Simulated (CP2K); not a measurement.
Two runs for the N K edge of ammonium. Run A: CP2K XAS_TDP, all-electron GAPW, PBEh(45%), aug-cc-pVTZ, TDA, no relativity. Run B differs in one setting.

First lines with a strength over 0.0015. A:

```tsv
atom	energy (eV)	states	strength, one atom
N1 (bonded to 4 H)	401.81	3	0.1346
	404.71	3	0.0028
	407.46	3	0.0211
	410.93	3	0.0035
	411.45	3	0.0426
```

B:

```tsv
atom	energy (eV)	states	strength, one atom
N1 (bonded to 4 H)	407.32	3	0.1328
	410.22	3	0.0028
	412.96	3	0.0208
	416.43	3	0.0035
	416.96	3	0.0421
```

Question: Which was it: scalar relativity switched on, the basis, GW2X switched on, the functional?

GW2X switched on. GW2X shifts an atom's lines together and keeps their spacings. Against PBEh(45%) in aug-cc-pVTZ, the leading line moves by +5.51 eV, to 407.32 eV.

[Banner, clock and machine lines of the logs are left out without a mark of their own.]

[Logs are printed without paths, hosts, clocks, repeated set-up lines and the standing remarks that a program may print on its own settings, such as how far it seeks lower states.]

[Hosts, paths, dates, database ids (printed as entryN), source tags and the programs' standing remarks are cut or masked in the printed files.]
